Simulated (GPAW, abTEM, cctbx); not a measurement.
# (CdS)2(MgSe)2: the scripts behind a bonding study

Short scripts, each with its output. The cell is a (CdS)2(MgSe)2 superlattice along [001] of the zinc-blende type, started at the mean lattice constant and relaxed freely, with no substrate.

## Step 1: Relax the structure

```text
cell
1.0
     4.221427484    0.000000000    0.000000000
     0.000000000    4.221427484    0.000000000
     0.000000000    0.000000000   11.940000000
Cd S Mg Se
2 2 2 2
Direct
0.000000000 0.000000000 0.000000000
0.500000000 0.500000000 0.250000000
0.500000000 0.000000000 0.125000000
0.000000000 0.500000000 0.375000000
0.000000000 0.000000000 0.500000000
0.500000000 0.500000000 0.750000000
0.500000000 0.000000000 0.625000000
0.000000000 0.500000000 0.875000000
```

```python
from ase.constraints import FixSymmetry
from ase.filters import FrechetCellFilter
from ase.io import read, write
from ase.optimize import BFGS
from ase.parallel import parprint
from gpaw import GPAW, PW, FermiDirac

atoms = read("start.vasp")
atoms.set_constraint(FixSymmetry(atoms))
atoms.calc = GPAW(mode=PW(570), xc="PBE", kpts={"size": (6, 6, 2), "gamma": True},
                 occupations=FermiDirac(0.05), maxiter=120, symmetry={"tolerance": 1e-5}, txt="relax.txt")
BFGS(FrechetCellFilter(atoms), maxstep=0.15).run(fmax=0.03, steps=50)
parprint("cell  %.4f %.4f %.4f  %.2f %.2f %.2f" % tuple(atoms.cell.cellpar()))
parprint("volume %.3f A^3, largest force %.3f eV/A, largest stress %.2f GPa" % (atoms.get_volume(), abs(atoms.get_forces()).max(), 160.218 * abs(atoms.get_stress()).max()))
atoms.set_constraint()
write("relaxed.vasp", atoms, direct=True)
```

```console
$ OMP_NUM_THREADS=1 mpirun -n 4 gpaw python run.py > gpaw.log
```

```text
      Step        Energy          fmax
BFGS:    0      -27.955809        0.658520
BFGS:    1      -27.974239        0.569205
BFGS:    2      -28.022596        0.221753
BFGS:    3      -28.025373        0.215832
BFGS:    4      -28.048750        0.153038
BFGS:    5      -28.051524        0.102649
BFGS:    6      -28.052325        0.052682
BFGS:    7      -28.052571        0.053104
BFGS:    8      -28.052983        0.027816
cell  4.2098 4.2067 11.8903  90.00 90.00 90.00
volume 210.573 A^3, largest force 0.028 eV/A, largest stress 0.06 GPa
```

Time: 6.9 min on 4 cores of Arm Neoverse V1 (shared host), peak memory 1.5 GiB.

## Step 2: Build the all-electron density and subtract free atoms

```text
cell
1.0
     4.206722270    0.000000000    0.000000000
     0.000000000    4.209824040    0.000000000
     0.000000000    0.000000000   11.890348990
Cd Se S Mg
2 2 2 2
Direct
0.000000000 0.000000000 0.992332250
0.500000000 0.500000000 0.744674410
0.000000000 0.500000000 0.382016280
0.500000000 0.000000000 0.128504250
0.000000000 0.500000000 0.868020210
0.500000000 0.000000000 0.620352970
0.000000000 0.000000000 0.508933330
0.500000000 0.500000000 0.255181000
```

```python
import numpy as np
from ase.io import read
from ase.units import Bohr
from gpaw import GPAW, PW, FermiDirac
from gpaw.calculator import GPAW as OldGPAW
from gpaw.mpi import serial_comm, world
from scipy.special import erfc
from scipy.spatial import cKDTree

atoms = read("cell.vasp")
atoms.calc = GPAW(mode=PW(450), xc="PBE", kpts={"size": (6, 6, 2), "gamma": True},
                 occupations=FermiDirac(0.05), maxiter=120, symmetry={"tolerance": 1e-5}, txt="scf.txt")
atoms.get_potential_energy()
rho = atoms.calc.get_all_electron_density(gridrefinement=2)
moments = atoms.get_magnetic_moments() if atoms.calc.get_number_of_spins() == 2 else np.zeros(len(atoms))
total = atoms.get_magnetic_moment() if moments.any() else 0.0
if world.rank == 0:
    free = OldGPAW(mode=PW(450), xc="PBE", txt=None, communicator=serial_comm)
    neutral = atoms.copy()
    neutral.set_initial_magnetic_moments(None)
    free.initialize(neutral)
    free.set_positions(neutral)
    drho = rho - free.get_all_electron_density(gridrefinement=2)
    # GPAW starts from confined atoms: exchange their smooth part for that of the datasets' free atoms
    h = np.stack(np.meshgrid(*[np.fft.fftfreq(n, 1 / n) for n in drho.shape], indexing="ij"), -1)
    gabs = np.linalg.norm(h @ atoms.cell.reciprocal(), axis=-1)
    tails = np.fft.fftn(free.get_pseudo_density(gridrefinement=2))
    g, form, v0 = np.linspace(0, gabs.max(), 1500), {}, 0
    for e in set(atoms.symbols):
        idx = atoms.symbols.search(e)
        d = free.setups[idx[0]].data
        r, w = d.rgd.r_g * Bohr, d.rgd.r_g**2 * d.rgd.dr_g
        j0 = np.sinc(2 * g[:, None] * r)
        smooth = sum(f * p**2 for f, p in zip(d.f_j, d.phit_jg)) + np.sqrt(4 * np.pi) * d.nct_g
        full = sum(f * p**2 for f, p in zip(d.f_j, d.phi_jg)) + np.sqrt(4 * np.pi) * d.nc_g
        phase = sum(np.exp(-2j * np.pi * h @ s) for s in atoms.get_scaled_positions()[idx])
        tails -= np.interp(gabs, g, j0 @ (smooth * w)) * phase * drho.size / atoms.get_volume()
        form[e] = j0 @ (full * w)
        v0 += 2 * np.pi / 3 * 14.3996 * (full * w * r**2).sum() * len(idx)  # V A^3
    tails *= 0.5 * erfc((gabs - 1.8) / 0.25)  # the tails differ at long wavelengths alone
    drho += np.fft.ifftn(tails).real  # crystal minus superposed spherical free atoms
    np.save("drho.npy", drho)
    dv = atoms.get_volume() / drho.size
    print("grid", drho.shape, " electrons %.3f" % (rho.sum() * dv), " moved by bonding %.3f e" % (abs(drho).sum() * dv / 2))
    pts = np.indices(drho.shape).reshape(3, -1).T / drho.shape @ atoms.cell
    shifts = (np.indices((3, 3, 3)).reshape(3, -1).T - 1) @ atoms.cell
    images = (atoms.positions[None] + shifts[:, None]).reshape(-1, 3)
    dist, idx = cKDTree(images).query(pts, k=4)
    out = drho.ravel()[dist[:, 0] > 0.5]
    print("deformation density beyond 0.5 A of the nuclei: max %.3f, min %.3f e/A^3" % (out.max(), out.min()))
    tie = dist < dist[:, :1] + 1e-4
    q = -np.bincount((idx % len(atoms))[tie], (drho.ravel()[:, None] / tie.sum(1, keepdims=True) * tie)[tie], len(atoms)) * dv
    print("atom        x       y       z   Voronoi charge  moment")
    for a, s, c, m in zip(atoms, atoms.get_scaled_positions(), q, moments):
        print("%-2s%-3d %7.4f %7.4f %7.4f %10.3f %10.2f" % (a.symbol, a.index + 1, *s, c, m))
    np.savez("free.npz", g=g, **form)
    print("mean inner potential of superposed free atoms %.3f V" % (v0 / atoms.get_volume()))
    print("total magnetic moment %.3f muB" % total)
```

```console
$ OMP_NUM_THREADS=1 mpirun -n 4 gpaw python run.py > gpaw.log
```

```text
grid (42, 42, 120)  electrons 220.000  moved by bonding 1.925 e
deformation density beyond 0.5 A of the nuclei: max 0.137, min -0.076 e/A^3
atom        x       y       z   Voronoi charge  moment
Cd1    0.0000  0.0000  0.9923      0.354       0.00
Cd2    0.5000  0.5000  0.7447      0.376       0.00
Se3    0.0000  0.5000  0.3820     -0.351       0.00
Se4    0.5000  0.0000  0.1285     -0.332       0.00
S 5    0.0000  0.5000  0.8680     -0.360       0.00
S 6    0.5000  0.0000  0.6204     -0.373       0.00
Mg7    0.0000  0.0000  0.5089      0.350       0.00
Mg8    0.5000  0.5000  0.2552      0.335       0.00
mean inner potential of superposed free atoms 11.971 V
total magnetic moment 0.000 muB
```

Time: 44 s.

## Step 3: Fourier-transform the difference

```python
from cctbx import adptbx, crystal, miller, xray
from cctbx.eltbx import tiny_pse
import numpy as np

cs = crystal.symmetry(unit_cell=(4.2067, 4.2098, 11.8903, 90, 90, 90), space_group_symbol='Hall: P 2 -2')  # Pmm2
atoms = [  # label, site, U (iso, or U11 U22 U33 U12 U13 U23 in A^2), occupancy
    ("Cd1", (0, 0, 0.99233), 0.0000, 1),
    ("Cd2", (0.5, 0.5, 0.74467), 0.0000, 1),
    ("Se1", (0, 0.5, 0.38202), 0.0000, 1),
    ("Se2", (0.5, 0, 0.1285), 0.0000, 1),
    ("S1", (0, 0.5, 0.86802), 0.0000, 1),
    ("S2", (0.5, 0, 0.62035), 0.0000, 1),
    ("Mg1", (0, 0, 0.50893), 0.0000, 1),
    ("Mg2", (0.5, 0.5, 0.25518), 0.0000, 1),
]
xs = xray.structure(crystal_symmetry=cs)
for label, site, u, occ in atoms:
    u = adptbx.u_cif_as_u_star(cs.unit_cell(), u) if isinstance(u, tuple) else u
    xs.add_scatterer(xray.scatterer(label, site=site, u=u, occupancy=occ))
xs.scattering_type_registry(table="wk1995")
drho = np.load("drho.npy")
T = np.array([[1, 0, 0], [0, 1, 0], [0, 0, 1]])  # conventional axes in terms of the primitive ones
dF = np.fft.ifftn(drho) * 210.57286  # electrons a conventional cell, indexed by primitive hkl
ms = miller.build_set(cs, anomalous_flag=False, d_min=0.9).sort("resolution")
iam = ms.structure_factors_from_scatterers(xs, algorithm="direct").f_calc()
p1 = xs.expand_to_p1()
z = np.array([tiny_pse.table(sc.scattering_type).atomic_number() for sc in p1.scatterers()])
x = np.array(p1.sites_frac())
free = np.load("free.npz")
print("static structure factors of the conventional cell: F in electrons, V (Mott-Bethe) in volts")
print("   h  k  l      d  |F| table  |F| free   |F| DFT   change   |V| free  |V| DFT  change %")
for h, d, table in list(zip(ms.indices(), ms.d_spacings().data(), iam.data()))[:16]:
    df = dF[tuple(np.rint(np.linalg.solve(T, h)).astype(int))]
    phase = np.exp(2j * np.pi * x @ h)
    f = sum(np.interp(1 / d, free["g"], free[sc.scattering_type]) * p for sc, p in zip(p1.scatterers(), phase))
    fz = (z * phase).sum()
    c = 14.3996 * d * d / (np.pi * cs.unit_cell().volume())
    v0, v1 = abs(fz - f) * c, abs(fz - f - df) * c
    print("%4d%3d%3d %7.4f %9.3f %9.3f %9.3f %8.3f %9.3f %8.3f %8s" % (h + (d, abs(table), abs(f), abs(f + df), abs(f + df) - abs(f), v0, v1, "%.1f" % (100 * (v1 / v0 - 1)) if v0 > 0.02 else "-")))
```

```console
$ python run.py
```

```text
static structure factors of the conventional cell: F in electrons, V (Mott-Bethe) in volts
   h  k  l      d  |F| table  |F| free   |F| DFT   change   |V| free  |V| DFT  change %
   0  0  1 11.8903    34.351    34.356    34.308   -0.048     0.816    0.974     19.4
   0  0  2  5.9451     1.093     1.092     1.107    0.015     0.026    0.014    -48.2
   0  1  0  4.2098     0.000     0.000     0.000    0.000     0.000    0.000        -
   1  0  0  4.2067     0.000     0.000     0.006    0.006     0.000    0.002        -
   0  1  1  3.9684    68.126    68.116    68.028   -0.088     1.756    1.786      1.7
   1  0  1  3.9658    30.512    30.505    30.471   -0.034     0.792    0.806      1.8
   0  0  3  3.9634    60.179    60.164    60.109   -0.054     1.395    1.416      1.5
   0  1  2  3.4357   128.219   128.294   128.679    0.384     5.708    5.593     -2.0
   1  0  2  3.4340   137.889   137.961   138.374    0.414     5.941    5.823     -2.0
   1  1  0  2.9757    19.366    19.276    18.530   -0.746     0.140    0.283    103.0
   0  0  4  2.9726    23.399    23.323    22.736   -0.587     0.346    0.419     21.0
   1  1  1  2.8867    64.542    64.511    64.463   -0.049     1.607    1.615      0.5
   0  1  3  2.8857    44.570    44.544    44.635    0.091     1.404    1.387     -1.2
   1  0  3  2.8847    57.666    57.630    57.528   -0.102     1.329    1.350      1.6
   1  1  2  2.6610     1.320     1.319     1.325    0.006     0.035    0.034     -2.6
   0  1  4  2.4282     0.957     0.957     0.957    0.000     0.038    0.038     -0.1
```

Time: 0.33 s on 1 core of Arm Neoverse V1 (shared host), peak memory 0.08 GiB.

## Step 4: Propagate a plane wave with and without the bonding term

```python
import abtem
import numpy as np
from ase.build import make_supercell
from ase.io import read

abtem.config.set({"dask.lazy": False, "fft": "fftw", "diagnostics.progress_bar": False})
M = [[0, 1, 0], [0, 0, 1], [1, 0, 0]]  # rows: x, y and beam direction in the primitive cell's axes
unit = make_supercell(read("cell.vasp"), M)
unit.set_cell(list(unit.cell.lengths()) + [90, 90, 90], scale_atoms=True)
unit.positions[:, 2] += 0.5258  # keeps atomic planes off the slice boundaries
unit.wrap()
slab = unit * (1, 1, 144)
print(slab.get_chemical_formula(), "| box %.2f x %.2f x %.2f A" % tuple(slab.cell.lengths()))

# change of the potential by bonding, from the DFT deformation density (Poisson's equation term by term)
drho = np.load("drho.npy")
prim = read("cell.vasp")
h = np.stack(np.meshgrid(*[np.fft.fftfreq(n, 1 / n) for n in drho.shape], indexing="ij"), -1).reshape(-1, 3).astype(int)
g2 = ((h @ prim.cell.reciprocal()) ** 2).sum(1)
keep = (g2 > 0) & (g2 < 2.5**2)
shape = (121, 340, 24)
vg = np.zeros(shape, complex)
hm = h[keep] @ np.array(M).T
move = np.exp(-2j * np.pi * hm[:, 2] * (0.5258 / unit.cell[2, 2] - 0.5 / shape[2]))  # the same shift, sampled at mid-points
vg[tuple(hm.T % np.array(shape)[:, None])] = -14.3996 / np.pi * (np.fft.fftn(drho).ravel() / drho.size)[keep] / g2[keep] * move
dV = np.fft.ifftn(vg).real * vg.size
dV = dV.reshape(121, 340, 4, 6).mean(3) * unit.cell[2, 2] / 4  # V A, projected in each slice
dV = np.tile(dV.transpose(2, 0, 1), (144, 1, 1))


def build(atoms):
    p = abtem.Potential(atoms, gpts=(121, 340), slice_thickness=[slab.cell[2, 2] / 576] * 576,
                        parametrization="lobato", projection="infinite", exit_planes=48).build()
    p.array[:] += BONDING * dV
    return p


def potentials():
    yield build(slab)  # atoms at rest


for label, BONDING in (("IAM", 0.0), ("DFT", 1.0)):
    print("=====", label)
    potential = build(slab)
    print("grid", potential.gpts, "slices", potential.num_slices)
    thickness = potential.exit_thicknesses
    wave = abtem.PlaneWave(energy=200000)
    dp = np.mean([wave.multislice(p).diffraction_patterns(max_angle="valid").array for p in potentials()], axis=0)
    hkl = [(0, 0, 0), (0, 0, 1), (0, 0, 2), (0, 1, 0), (0, 1, 1), (0, 0, 3), (0, 1, 2)]
    nx, ny = dp.shape[-2:]
    print("intensity of each beam, fraction of the incident wave")
    print("  t (A)" + "".join("%9s" % " ".join(map(str, h)) for h in hkl) + "  diffuse    total")
    grid = np.zeros((nx, ny), bool)
    grid[nx // 2 % 1::1, ny // 2 % 1::1] = True
    for t, a in list(zip(thickness, dp))[1:]:
        idx = [np.rint(np.array(M) @ np.linalg.solve([[1, 0, 0], [0, 1, 0], [0, 0, 1]], h)).astype(int) for h in hkl]
        print("%7.1f" % t + "".join("%9.5f" % a[nx // 2 + i[0] * 1, ny // 2 + i[1] * 1] for i in idx) + "%9.4f%9.4f" % (a[~grid].sum(), a.sum()))
```

```console
$ python run.py
```

```text
Cd288Mg288S288Se288 | box 4.21 x 11.89 x 605.77 A
===== IAM
grid (121, 340) slices 576
intensity of each beam, fraction of the incident wave
  t (A)    0 0 0    0 0 1    0 0 2    0 1 0    0 1 1    0 0 3    0 1 2  diffuse    total
   50.5  0.68880  0.00050  0.00000  0.00000  0.00334  0.00254  0.01918   0.0000   0.9968
  101.0  0.51498  0.00606  0.00000  0.00001  0.00798  0.01201  0.05511   0.0000   0.9939
  151.4  0.36245  0.02291  0.00001  0.00011  0.00923  0.02525  0.07680   0.0000   0.9911
  201.9  0.34588  0.02810  0.00024  0.00074  0.00692  0.02305  0.07454   0.0000   0.9883
  252.4  0.40688  0.03074  0.00072  0.00182  0.00625  0.02340  0.02889   0.0000   0.9868
  302.9  0.36389  0.03805  0.00168  0.00305  0.01119  0.01308  0.01178   0.0000   0.9849
  353.4  0.36134  0.01692  0.00291  0.00315  0.02610  0.01494  0.00433   0.0000   0.9828
  403.8  0.30387  0.00742  0.00329  0.00263  0.01720  0.01896  0.01333   0.0000   0.9808
  454.3  0.42114  0.00550  0.00307  0.00283  0.00939  0.01473  0.01533   0.0000   0.9783
  504.8  0.54187  0.00091  0.00321  0.00342  0.00130  0.00778  0.00366   0.0000   0.9768
  555.3  0.47938  0.00421  0.00411  0.00343  0.00799  0.00088  0.00847   0.0000   0.9750
  605.8  0.38527  0.00399  0.00703  0.00310  0.01319  0.01822  0.02246   0.0000   0.9732
===== DFT
grid (121, 340) slices 576
intensity of each beam, fraction of the incident wave
  t (A)    0 0 0    0 0 1    0 0 2    0 1 0    0 1 1    0 0 3    0 1 2  diffuse    total
   50.5  0.69340  0.00036  0.00000  0.00000  0.00330  0.00244  0.01912   0.0000   0.9968
  101.0  0.51343  0.00481  0.00002  0.00000  0.00802  0.01123  0.05919   0.0000   0.9939
  151.4  0.35849  0.01719  0.00002  0.00008  0.01007  0.02383  0.08477   0.0000   0.9910
  201.9  0.32058  0.02416  0.00024  0.00071  0.00771  0.02176  0.08928   0.0000   0.9883
  252.4  0.39248  0.02928  0.00071  0.00179  0.00701  0.02267  0.03969   0.0000   0.9867
  302.9  0.36002  0.04687  0.00137  0.00317  0.00831  0.01301  0.01667   0.0000   0.9849
  353.4  0.36192  0.03214  0.00246  0.00392  0.02162  0.00921  0.00698   0.0000   0.9827
  403.8  0.28850  0.01808  0.00306  0.00299  0.01392  0.01295  0.01818   0.0000   0.9808
  454.3  0.35272  0.01431  0.00280  0.00252  0.00719  0.00980  0.02620   0.0000   0.9780
  504.8  0.47618  0.00477  0.00305  0.00240  0.00184  0.00710  0.01012   0.0000   0.9763
  555.3  0.42987  0.01136  0.00310  0.00311  0.00969  0.00017  0.01379   0.0000   0.9746
  605.8  0.36603  0.01720  0.00431  0.00371  0.01437  0.01275  0.02346   0.0000   0.9729
```

Time: 19 s.

[Outputs are excerpts: Python notices, other lines and further rows are left out; steps that failed or that the build refused (PBEsol, TPSS) are not shown.]

[Logs are printed without paths, hosts, clocks, repeated set-up lines and the standing remarks that a program may print on its own settings, such as how far it seeks lower states.]
